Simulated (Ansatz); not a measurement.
# Work functions of 9 metals against electronegativity: Cs, Rb, Na, Li, Zr, Zn, Hf, Ru, Os (PBEsol)

How far does a number tabulated for the element predict the work function of the metal?

All values are computed: Ansatz 0.2.0, PBEsol, plane waves, scalar-relativistic unless marked; slabs or sheets with vacuum, the vacuum level from the planar mean of the electrostatic potential.

```
      metal and face  Pauling electronegativity  work function (eV)  line (eV)
(111) face of bcc Cs                       0.79                1.97       2.47
(111) face of bcc Rb                       0.82                2.12       2.53
(111) face of bcc Na                       0.93                2.64       2.75
(210) face of bcc Li                       0.98                3.02       2.85
(100) face of hcp Zr                       1.33                3.92       3.56
(100) face of hcp Zn                       1.65                4.32       4.20
(001) face of hcp Hf                        1.3                4.41       3.50
(100) face of hcp Ru                        2.2                4.89       5.31
(100) face of hcp Os                        2.2                5.19       5.31
```

A least-squares line gives work function = 2.02 × electronegativity + 0.87 eV, with correlation 0.93. The line misses the rows by 0.35 eV on average, and their plain mean by 1.04 eV, so the line does better. Both numbers measure how tightly the outermost electrons are held, so they rise together. The largest miss is Hf, 0.91 eV above the line; the surface dipole and the bulk Fermi level, which such a number can't hold, differ with face and density.

**Worked step.** For Zr: 2.02 × 1.33 + 0.87 = 3.56 eV, against 3.92 eV computed.

One face a metal, thin 1×1 slabs on database lattices.

[Logs are printed without paths, hosts, clocks, repeated set-up lines and the standing remarks that a program may print on its own settings, such as how far it seeks lower states.]
